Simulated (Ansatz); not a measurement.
# Bands, cutoff and cost in G0W0 for SrTiO3 (Tausonite), part 2 of 2

How do accuracy and time trade against each other in G0W0 on SrTiO3 (Tausonite)?

Ansatz 0.2.0; G0W0 on PBE, plane waves, PAW. Known limits of the many-body steps: not at the basis limit; no spin-orbit coupling; coarse k mesh.

So far. Step 4 (382 empty bands, screening to 200 eV): Against the run with 4×4×4 mesh, 177 empty bands, screening to 120 eV, the gap moves by +0.06 eV.

### Step 5. Changing the frequency model: 4×4×4 mesh, 177 empty bands, screening to 120 eV, plasmon pole

A plasmon pole stands in for the full frequency dependence of the screening; this run shows what that costs in accuracy. Bands and cutoff differ from the step before, so it is read against an earlier run that matches them.

The input, input.yaml:

```yaml
crystal:
  lattice:
    - [3.90528, 0.0, 0.0]
    - [0.0, 3.90528, 0.0]
    - [0.0, 0.0, 3.90528]
  atoms:
    - { symbol: Sr, position: [0.5, 0.5, 0.5] }
    - { symbol: Ti, position: [0.0, 0.0, 0.0] }
    - { symbol: O, position: [0.5, 0.0, 0.0] }
    - { symbol: O, position: [0.0, 0.5, 0.0] }
    - { symbol: O, position: [0.0, 0.0, 0.5] }
kpoints:
  mp_grid: { grid: [4, 4, 4] }
hamiltonian:
  xc: pbe
scf:
  occupations: { method: fixed }
gw:
  n_empty_bands: 177
  ecut_chi: 120
  qp_bands: [v2, c2]
  qp_kpoints: band_edges
  screening: { model: godby_needs }
```

Command:

```sh
$ ansatz run input.yaml --threads 3 --pin off --max-ram 92160MiB --backend cuda --events-out ev --progress --plain --runs-dir out --devices 1 --max-vram 13GiB  # rebuilt from the run's record
```

Numbers of over 12 decimals in the logs are rounded to 6 here.

What it wrote:

```text
GPUs: using 1 of 1 available (devices: 1).
[...]
GPU FFT provider: cuFFT
GPU libraries: cuBLAS 13.8.2, cuFFT 12.4.0, cuSOLVER 12.3.4
Crystal: 5 atoms, lattice volume = 59.560 Å³
Basis set: ecut = 420 eV, 1189 PW (Γ)
Bands: 25, of which v1, the nominal top of the filled ones, is band 20 counted from 1 (19 counted from 0)
Symmetry: 48 space group operations
[...]
k-points: 10 of 64
[...]
1    22     12.9207   -14.2160    -6.2651   -21.8811  0.7672    14.3334    14.3206  root
[...]
9    19      9.9959   -26.0786     4.8432   -21.0126  0.7638     9.7729     9.7732  root
     9    20      9.9959   -26.0786     4.8432   -21.0126  0.7638     9.7729     9.7732  root
     9    21     14.4648   -14.5075    -7.6892   -23.8017  0.7348    16.0832    16.0698  root
     9    22     14.4648   -14.5075    -7.6892   -23.8017  0.7348    16.0832    16.0698  root
[key lines of the parts left out:]
SCF converged after 6 iterations
Free energy (F): -7754.450213 eV
Fermi energy:    9.995895 eV
```

Elapsed: 11 s, on 1 × NVIDIA H100 80GB HBM3 (shared by 6 runs) with 3 threads of AMD EPYC 7R13 (Zen 3), shared host; peak memory 1.2 GiB; 13 s of CPU time.

Numbers from this step:

```
bands summed                                 : 197
plasmon-pole fit frequency                   : 30.43 eV
RPA ε∞ on this mesh (eigenvalues)            : 6.546, 6.546, 6.546
plane waves in the screening matrix          : 179
G0W0 gap on the mesh                         : 3.392 eV
k of the valence top                         : -0.5, -0.5, -0.5
k of the conduction bottom                   : 0, 0, 0
starting gap on the mesh                     : 1.868 eV
least direct G0W0 gap on the computed points : 3.734 eV
```

Against the run with 4×4×4 mesh, 177 empty bands, screening to 120 eV, the gap moves by +0.008 eV.

### Step 6. Changing the files: 4×4×4 mesh, 177 empty bands, screening to 120 eV, hard PAW files

Other atomic data (hard PAW) test the pseudisation: the cutoff goes from 420 to 930 eV, with the same valence electrons.

input.yaml: that of step 5 with these lines changed.

```diff
@@ -15,2 +15,3 @@
   xc: pbe
+  pseudopotentials: { kind: paw, source: ansatz }
 scf:
@@ -22,2 +23,2 @@
   qp_kpoints: band_edges
-  screening: { model: godby_needs }
+  screening: { model: contour_deformation }
```

What it wrote:

```text
GPUs: using 1 of 1 available (devices: 1).
[...]
GPU FFT provider: cuFFT
GPU libraries: cuBLAS 13.8.2, cuFFT 12.4.0, cuSOLVER 12.3.4
Crystal: 5 atoms, lattice volume = 59.560 Å³
Basis set: ecut = 930 eV, 3887 PW (Γ)
Bands: 25, of which v1, the nominal top of the filled ones, is band 20 counted from 1 (19 counted from 0)
Symmetry: 48 space group operations
[...]
k-points: 10 of 64
[...]
1    22     12.9018   -14.2102    -6.4179   -21.8690  0.7152    14.1842    14.1427  root
[...]
9    19      9.9808   -26.0808     4.7663   -21.0146  0.7185     9.6791     9.6809  root
     9    20      9.9808   -26.0808     4.7663   -21.0146  0.7185     9.6791     9.6809  root
     9    21     14.4495   -14.5041    -7.9817   -23.7951  0.6691    15.8322    15.7588  root
     9    22     14.4495   -14.5041    -7.9817   -23.7951  0.6691    15.8322    15.7588  root
[key lines of the parts left out:]
SCF converged after 10 iterations
Free energy (F): -7755.093056 eV
Fermi energy:    9.980848 eV
```

Elapsed: 19 s, on 1 × NVIDIA H100 80GB HBM3 (shared by 6 runs) with 3 threads; peak memory 1.2 GiB; 14 s of CPU time.

Numbers from this step:

| Property | Result |
| --- | --- |
| bands summed | 197 |
| RPA ε∞ on this mesh (eigenvalues) | 6.556, 6.556, 6.556 |
| plane waves in the screening matrix | 179 |
| G0W0 gap on the mesh | 3.383 eV |
| k of the valence top | -0.5, -0.5, -0.5 |
| k of the conduction bottom | 0, 0, 0 |
| starting gap on the mesh | 1.862 eV |
| least direct G0W0 gap on the computed points | 3.731 eV |

Against the run with 4×4×4 mesh, 177 empty bands, screening to 120 eV, the gap moves by −0.0005 eV.

### Step 7. Side by side

Times are wall times on 1 × NVIDIA H100 80GB HBM3 (shared by 6 runs) with 3 threads of AMD EPYC 7R13 (Zen 3), shared host, good to a factor of about two.

```csv
mesh,files,frequency,bands summed,cutoff (eV),start (eV),G0W0 (eV),time,host memory (GiB)
4×4×4,default PAW,contour deformation,82,60,1.868,3.529,14 s,1.0
4×4×4,default PAW,contour deformation,197,120,1.868,3.384,10 s,1.1
4×4×4,default PAW,contour deformation,402,200,1.868,3.442,15 s,1.4
4×4×4,default PAW,plasmon pole,197,120,1.868,3.392,11 s,1.2
4×4×4,hard PAW,contour deformation,197,120,1.862,3.383,19 s,1.2
```

The parts of the quasiparticle energy at the two band edges (eV; QP = start + Σx + Σc − Vxc):

```csv
run,edge,start,Σx,Σc,Vxc,Z,QP
82 bands,valence top,10.00,-26.08,5.06,-21.01,0.73,9.99
82 bands,conduction bottom,11.86,-12.62,-6.02,-20.30,0.74,13.52
197 bands,valence top,10.00,-26.08,4.77,-21.01,0.72,9.70
197 bands,conduction bottom,11.86,-12.62,-6.45,-20.30,0.74,13.09
402 bands,valence top,10.00,-26.08,4.53,-21.01,0.71,9.46
402 bands,conduction bottom,11.86,-12.62,-6.64,-20.30,0.74,12.90
```

### Step 8. Outcome

```json
{
 "82 bands, 60 eV": "3.529 eV",
 "197 bands, 120 eV": "3.384 eV",
 "402 bands, 200 eV": "3.442 eV",
 "mesh and start": "4×4×4, PBE"
}
```

From 82 to 402 bands the gap moves by −0.09 eV. Σc changes by −0.53 eV at the valence top and −0.62 eV at the conduction bottom, so the levels themselves move more than the gap between them. The gap turns back along the series, so no limit is drawn from it. The plasmon-pole model gives +0.01 eV against contour deformation, 1 % of the correction, and saved no time in this program. Hard PAW files move the gap by −0.0005 eV at equal bands and cutoff, −0.01 eV of it in the start. The 4×4×4 mesh is coarse for this cell (its supercell is 16 Å along the shortest edge). The RPA ε∞ on it, from the PBE start, is 6.52; such meshes misread the long-range screening, most where the gap is narrow. This is the ideal cubic cell; many perovskites, halides above all, are cubic only on average, and local tilts or off-centring can widen the gap. The many-body steps are scalar-relativistic: spin-orbit coupling is not in them.

[Paths, hosts, dates, memory and timing lines, banners, echoed tables and standing remarks are left out of the program output.]

[Logs are printed without paths, hosts, clocks, repeated set-up lines and the standing remarks that a program may print on its own settings, such as how far it seeks lower states.]

[Runs of the session that timed out or met a known fault of the program may be left out.]

[Cells called generated may have been cut or substituted from an entry of the Crystallography Open Database or the Materials Project.]

[Hosts, paths, dates, database ids (printed as entryN), source tags and the programs' standing remarks are cut or masked in the printed files.]
